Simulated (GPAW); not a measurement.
Two runs for the N K edge of atom 2 in LiCNO (R3m). Run A: GPAW, LDA, full core hole (charged cell), 16-atom cell with 6.1 Å between holes, 4×4×4 k points, dipole transitions, Gaussian full width 0.9 eV up to 4 eV, rising linearly to 3.5 eV at 25 eV. Run B differs in one choice.

Energy from the lowest empty level; intensity scaled to a mean of 1 over the first 20 eV:

```csv
E (eV),A,B
-2.0,0.00,0.00
-1.5,0.00,0.00
-1.0,0.22,0.00
-0.5,3.16,0.66
0.0,8.43,15.27
0.5,4.32,1.65
1.0,1.12,0.85
1.5,1.16,1.67
2.0,0.59,0.31
2.5,0.19,0.07
3.0,0.49,0.46
3.5,0.83,0.98
4.0,0.78,0.87
4.5,0.52,0.49
5.0,0.37,0.33
5.5,0.43,0.38
6.0,0.71,0.56
6.5,1.41,0.96
7.0,2.45,2.80
7.5,2.94,3.83
8.0,2.52,2.50
8.5,1.88,1.85
9.0,1.43,1.43
9.5,1.14,0.96
10.0,0.96,1.23
10.5,0.78,0.78
11.0,0.60,0.45
11.5,0.50,0.52
12.0,0.46,0.48
12.5,0.42,0.44
13.0,0.40,0.40
13.5,0.39,0.32
14.0,0.39,0.41
14.5,0.39,0.53
15.0,0.35,0.43
15.5,0.31,0.25
16.0,0.27,0.17
16.5,0.27,0.23
17.0,0.31,0.28
17.5,0.39,0.29
18.0,0.52,0.38
18.5,0.69,0.52
19.0,0.92,0.70
19.5,1.16,1.10
20.0,1.39,1.58
20.5,1.56,1.95
21.0,1.64,2.17
21.5,1.63,1.98
22.0,1.55,1.58
22.5,1.44,1.31
23.0,1.33,1.24
23.5,1.23,1.30
24.0,1.13,1.31
24.5,1.05,1.18
25.0,0.97,0.97
25.5,0.92,0.79
26.0,0.89,0.70
26.5,0.91,0.71
27.0,0.96,0.82
27.5,1.03,0.99
28.0,1.12,1.18
28.5,1.18,1.39
29.0,1.21,1.58
29.5,1.18,1.64
30.0,1.10,1.45
30.5,0.97,1.07
31.0,0.83,0.70
31.5,0.69,0.44
```

What was changed?
a) the size of the supercell
b) the plane-wave cutoff
c) the broadening
d) the volume of the cell

(c): run B changes the broadening from Gaussian full width 0.9 eV up to 4 eV, rising linearly to 3.5 eV at 25 eV to Gaussian full width 0.5 eV up to 4 eV, rising linearly to 1.5 eV at 25 eV. The scaled spectrum changes by 48 % r.m.s. The highest intensity below 16 eV goes from 0.0 eV (8.43) to 0.0 eV (15.27). Other settings could leave a like mark; this is the one that was changed.

[Banner, clock and machine lines of the logs are left out without a mark of their own.]

[Logs are printed without paths, hosts, clocks, repeated set-up lines and the standing remarks that a program may print on its own settings, such as how far it seeks lower states.]

[Hosts, paths, dates, database ids (printed as entryN), source tags and the programs' standing remarks are cut or masked in the printed files.]

[Lists of maxima count a maximum above −3 eV only where it reaches 4 % of the highest in the window and stands out from its surroundings by 2 % of it (1.5 % where it reaches 55 %); shoulders and weaker maxima are passed over, and of the rest the first, up to two pre-edge ones and the few strongest are named.]
